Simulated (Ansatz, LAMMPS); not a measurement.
# Which site? a vacancy of O in amorphous 14HfO2-86SiO2 (mol %) (84 atoms), part 4 of 4

At which site of amorphous 14HfO2-86SiO2 (mol %) (84 atoms) does a vacancy of O cost least, and what about the site decides it?

Ansatz 0.2.0; Kohn-Sham DFT, PBE, PAW (set soft_2), plane waves.

The cell: 4 Hf, 24 Si and 56 O. The quench rate of 50 K/ps far exceeds what a furnace or splat quench reaches. The network of bonds at the start is that of the classical potential that made the cell. Only the Γ point is sampled, in a cell whose shortest periodic width is 11 Å. No spin–orbit coupling is included.

So far. Step 8 (Vacancy of O, site O30): The relaxation converged after 10 steps, 0.960 eV below its start, with a largest force component of 0.042 eV/Å.

## Step 9: Vacancy of O, site O48

The site has 2 bonded neighbours (HfSi) at 1.84 Å on average. 

The input, input.yaml:

```yaml
crystal:
  lattice:
    - [10.7805, 0.0, 0.0]
    - [0.0, 10.7805, 0.0]
    - [0.0, 0.0, 10.7805]
  atoms:
    [... atom lines 1 to 44 left out ...]
    - { symbol: O, position: [0.71158, 0.98959, 0.6309] }
    - { symbol: O, position: [0.48596, 0.38429, 0.44523] }
    - { symbol: O, position: [0.81302, 0.34485, 0.17363] }
    - { symbol: O, position: [0.98582, 0.13405, 0.59666] }
    - { symbol: O, position: [0.8173, 0.54518, 0.74569] }
    - { symbol: O, position: [0.30789, 0.24089, 0.52202] }
    - { symbol: O, position: [0.1635, 0.25804, 0.71717] }
    [... atom lines 52 to 83 left out ...]
kpoints:
  mp_grid: { grid: [1, 1, 1] }
hamiltonian:
  xc: pbe
scf:
  occupations: { method: fermi_dirac, width: 0.025 }
output:
  forces: true
  eigenvalues: true
relax:
  f_tol: 0.05
  max_steps: 90
```

Launch:

```bash
$ ansatz run input.yaml --threads 4 --pin off --max-ram 8192MiB --backend cpu --events-out ev --progress --plain --runs-dir out
```

Numbers of over 12 decimals in the logs are rounded to 6 here.

What it wrote:

```text
[...]
Crystal: 83 atoms, lattice volume = 1252.901 Å³
Basis set: ecut = 420 eV, 24405 PW (Γ), exchange–correlation on 150×150×150 points (8 copies of the dense FFT grid, shifted against one another)
Bands: 348, of which v1, the nominal top of the filled ones, is band 265 counted from 1 (264 counted from 0)
Symmetry: 1 space group operations
[...]
k-points: 1
[...]
SCF iter   1: F=—  HF=-109443.794683 eV  |F-HF|=—  |Δ(HF+E_count)|=         —  Δρ=3.18e-3  dr2=3.06e-1  ethr=1.77e-3  ⟨swp⟩=5.0  Hψ=1388  notcnv=0  defer=69
[...]
SCF iter   6: F=—  HF=-109443.737393 eV  |F-HF|=—  |Δ(HF+E_count)|=   1.49e-5  Δρ=8.69e-5  dr2=9.94e-5  ethr=7.39e-8  ⟨swp⟩=2.0  Hψ=533  notcnv=0  defer=76
SCF iter   7: F=-109443.737402 eV  HF=-109443.737398 eV  |F-HF|=3.89e-6  |Δ(HF+E_count)|=   4.68e-6  Δρ=2.79e-5  dr2=1.33e-5  ethr=1.18e-8  ⟨swp⟩=14.0  Hψ=2167  notcnv=0
SCF 1 converged in 7 iterations: F = -109443.737402 eV  dr2 = 1.33e-5
[...]
relax step   1: F+E_penalty+E_count = -109443.73740156 eV  Δ(F+E_penalty+E_count) = +0.000e0 eV  max|allowed force component| = 1.383e0 eV/Å  Δτ_max = 0.0000 Å  (7 SCF iters, dr2 threshold 6.25e-5 eV, accepted)
[...]
relax step   2: F+E_penalty+E_count = -109443.86912479 eV  Δ(F+E_penalty+E_count) = -1.317e-1 eV  max|allowed force component| = 8.752e-1 eV/Å  Δτ_max = 0.1055 Å  (5 SCF iters, dr2 threshold 1.00e-4 eV, accepted)
[...]
relax step   3: F+E_penalty+E_count = -109443.93856696 eV  Δ(F+E_penalty+E_count) = -6.944e-2 eV  max|allowed force component| = 2.106e-1 eV/Å  Δτ_max = 0.1056 Å  (6 SCF iters, dr2 threshold 4.79e-5 eV, accepted)
relax step   4: F+E_penalty+E_count = -109443.94960980 eV  Δ(F+E_penalty+E_count) = -1.104e-2 eV  max|allowed force component| = 1.636e-1 eV/Å  Δτ_max = 0.0208 Å  (6 SCF iters, dr2 threshold 2.77e-6 eV, accepted)
relax step   5: F+E_penalty+E_count = -109443.95581540 eV  Δ(F+E_penalty+E_count) = -6.206e-3 eV  max|allowed force component| = 1.325e-1 eV/Å  Δτ_max = 0.0127 Å  (7 SCF iters, accepted)
relax step   6: F+E_penalty+E_count = -109443.87386554 eV  Δ(F+E_penalty+E_count) = +8.195e-2 eV  max|allowed force component| = 6.475e-1 eV/Å  Δτ_max = 0.1598 Å  (7 SCF iters, dr2 threshold 1.06e-5 eV, rejected (line search))
relax step   7: F+E_penalty+E_count = -109443.96575583 eV  Δ(F+E_penalty+E_count) = -9.940e-3 eV  max|allowed force component| = 9.471e-2 eV/Å  Δτ_max = 0.0754 Å  (9 SCF iters, accepted)
relax step   8: F+E_penalty+E_count = -109443.97137748 eV  Δ(F+E_penalty+E_count) = -5.622e-3 eV  max|allowed force component| = 1.612e-1 eV/Å  Δτ_max = 0.1000 Å  (7 SCF iters, dr2 threshold 4.58e-6 eV, accepted)
relax step   9: F+E_penalty+E_count = -109443.97257053 eV  Δ(F+E_penalty+E_count) = -1.193e-3 eV  max|allowed force component| = 2.580e-1 eV/Å  Δτ_max = 0.0856 Å  (7 SCF iters, dr2 threshold 1.33e-5 eV, accepted)
relax step  10: F+E_penalty+E_count = -109443.68877847 eV  Δ(F+E_penalty+E_count) = +2.838e-1 eV  max|allowed force component| = 1.315e0 eV/Å  Δτ_max = 0.2000 Å  (7 SCF iters, dr2 threshold 6.66e-5 eV, rejected (line search))
relax step  11: F+E_penalty+E_count = -109443.98392437 eV  Δ(F+E_penalty+E_count) = -1.135e-2 eV  max|allowed force component| = 1.415e-1 eV/Å  Δτ_max = 0.1000 Å  (10 SCF iters, accepted)
relax step  12: F+E_penalty+E_count = -109443.99134063 eV  Δ(F+E_penalty+E_count) = -7.416e-3 eV  max|allowed force component| = 8.405e-2 eV/Å  Δτ_max = 0.1000 Å  (7 SCF iters, dr2 threshold 6.03e-6 eV, accepted)
relax step  13: F+E_penalty+E_count = -109444.00067549 eV  Δ(F+E_penalty+E_count) = -9.335e-3 eV  max|allowed force component| = 5.609e-2 eV/Å  Δτ_max = 0.1500 Å  (9 SCF iters, accepted)
relax step  14: F+E_penalty+E_count = -109444.00392009 eV  Δ(F+E_penalty+E_count) = -3.245e-3 eV  max|allowed force component| = 5.902e-2 eV/Å  Δτ_max = 0.0510 Å  (8 SCF iters, accepted)
[...]
relax step  15: F+E_penalty+E_count = -109444.00605739 eV  Δ(F+E_penalty+E_count) = -2.137e-3 eV  max|allowed force component| = 2.509e-2 eV/Å  Δτ_max = 0.0122 Å  (7 SCF iters, accepted)
SCF converged after 7 iterations
Free energy (F): -109444.006057 eV
[...]
Internal energy: -109444.006057 eV  (E = F + TS)
E sigma→0 (E₀):  -109444.006057 eV
Fermi energy:    5.327492 eV
[...]
Σ components = -109444.006057   (vs F -109444.006057, Δ=0.00e0)
--- Forces (eV/Å), atoms counted from 1 ---
  atom   1  Hf     0.00520967    -0.00564542    -0.00835211
  atom   2  Hf    -0.00744994     0.00646104     0.01299529
  atom   3  Hf    -0.00212929    -0.00202204     0.01440583
  atom   4  Hf     0.00399545     0.00913930    -0.00377965
[...]
atom  83  O      0.00364350     0.00752069     0.00398128
  max |Σ_I F_I| component: 8.12e-5 eV/Å
--- Band table (eV) ---
[...]
--- Relaxed structure (15 steps of the walk, 13 accepted, 0 SCFs on fresh bases) ---
  F+E_penalty+E_count = -109444.00605739 eV   max|allowed force component| = 2.509e-2 eV/Å
  atoms:
    - { symbol: Hf, position: [0.098147, 0.424098, 0.334479] }
    - { symbol: Hf, position: [0.157971, 0.035703, 0.936945] }
    - { symbol: Hf, position: [0.888925, 0.529792, 0.120611] }
    - { symbol: Hf, position: [0.851511, 0.990249, 0.025866] }
[...]
- { symbol: O, position: [0.096707, 0.431840, 0.141485] }
```

It took 15 min on 4 threads of AMD EPYC (Zen 3), shared host; peak memory 1.6 GiB.

The relaxation converged after 15 steps, 0.269 eV below its start, with a largest force component of 0.025 eV/Å.

The surroundings of the place of the removed atom, after relaxation: 10 atoms, nearest first, with positions taken from that point. Atoms keep their numbers of the cell before the removal, where the removed atom was number 48.

```csv
atom,x,y,z,distance (Å),bonds
Si22,0.16,-1.13,0.75,1.37,3
Hf2,0.43,1.80,-0.50,1.91,4
O54,1.16,-0.53,2.01,2.38,2
O81,-0.92,1.90,1.35,2.51,3
O61,1.28,-2.28,0.21,2.62,2
O53,-1.18,-1.98,1.25,2.62,2
O38,1.90,1.21,-1.70,2.82,2
O39,-1.03,2.38,-1.65,3.07,2
Hf4,-2.87,1.31,0.46,3.19,4
O62,3.00,-1.14,-1.37,3.49,2
```

The column of bonds counts only the pairs O-Si within 2.08 Å, O-Hf within 2.82 Å; other neighbours, such as metal atoms beside each other in a compound, aren't counted, and periodic images can show an atom twice.

The largest move is 0.61 Å, by O62.

## Step 10: Vacancy of O, site O53

The site has 2 bonded neighbours (HfSi) at 1.88 Å on average. 

Input and log are left out; they have the form of those shown for this kind of step.

Wall time 6.4 min (4 threads of AMD EPYC (Zen 3), shared host); peak memory 1.6 GiB.

The relaxation converged after 11 steps, 0.456 eV below its start, with a largest force component of 0.038 eV/Å.

## Step 11: Vacancy of O, site O42

The site has 2 bonded neighbours (Si2) at 1.64 Å on average. 

Input and log are left out; they have the form of those shown for this kind of step.

It took 6.9 min on 4 threads of AMD EPYC (Zen 3), shared host; peak memory 1.6 GiB; 22 min of CPU time.

The relaxation converged after 12 steps, 0.737 eV below its start, with a largest force component of 0.017 eV/Å.

## Step 12: Vacancy of O, site O78

The site has 2 bonded neighbours (Si2) at 1.65 Å on average. 

Input and log are left out; they have the form of those shown for this kind of step.

Run time: 8 min. Hardware: 4 threads of AMD EPYC (Zen 3), shared host; peak memory 1.6 GiB; 22 min of CPU time.

The relaxation converged after 11 steps, 0.425 eV below its start, with a largest force component of 0.022 eV/Å.

The surroundings of the place of the removed atom, after relaxation: 10 atoms, nearest first, with positions taken from that point. Atoms keep their numbers of the cell before the removal, where the removed atom was number 78.

```csv
atom,x,y,z,distance (Å),bonds
Si7,-0.98,0.75,-0.57,1.36,3
Si17,0.26,-1.26,0.63,1.43,3
O66,-0.34,1.40,-1.96,2.44,2
O82,-1.51,1.95,0.43,2.50,2
O65,-2.36,-0.03,-1.00,2.56,2
O60,-1.05,-1.73,1.58,2.57,2
O56,0.98,-2.33,-0.52,2.58,3
O44,1.56,-1.29,1.68,2.63,2
O37,-1.31,-1.82,-2.60,3.43,2
O53,1.79,-0.93,-2.84,3.49,2
```

The column of bonds counts only the pairs O-Si within 2.12 Å, O-Hf within 2.82 Å; other neighbours, such as metal atoms beside each other in a compound, aren't counted, and periodic images can show an atom twice.

The largest move is 0.31 Å, by Si7.

## Step 13: The sites compared

All these cells hold the same atoms, so their energies can be compared with no chemical potential.

```csv
site,neighbours,mean distance (Å),atoms within 6 Å,energy over the best site (eV),before relaxation (eV),gain on relaxing (eV)
O62,Si2,1.61,58,0.00,0.10,1.61
O30,Si2,1.63,59,0.56,0.00,0.96
O79,Si2,1.65,59,0.98,0.02,0.56
O81,Hf2Si,2.08,57,1.05,0.04,0.51
O53,HfSi,1.88,63,1.06,0.00,0.46
O42,Si2,1.64,66,1.10,0.32,0.74
O78,Si2,1.65,61,1.29,0.20,0.43
O48,HfSi,1.84,56,1.57,0.32,0.27
```

Neighbours are those of the relaxed host within 2.08 Å (O-Si), 2.82 Å (O-Hf); other pairs aren't counted.

## Step 14: What came out

The cheapest site is O62 (2 neighbours, Si2); the dearest, O48 (2 neighbours, HfSi), costs 1.6 eV more. By coordination the energies over the best site are 0.00 to 1.57 eV with 2 neighbours and 1.05 eV with 3 neighbours. Relaxation changes the order: the best site before relaxing was O53.

Caveats: Defects are neutral and interact with their images. The defect cells ran without spin polarisation, so cut bonds can't carry moments. In a disordered cell the relaxation can also rearrange atoms far from the site. Only 8 of the 56 O sites were tried; unless symmetry makes the others alike to these, a cheaper one may exist. The pressure of -3.3 GPa shows the cell to be stretched for this functional.

The DFT runs together took 1.7 h of wall time.

[Logs are printed without paths, hosts, clocks, repeated set-up lines and the standing remarks that a program may print on its own settings, such as how far it seeks lower states.]

[Hosts, paths, dates, database ids (printed as entryN), source tags and the programs' standing remarks are cut or masked in the printed files.]
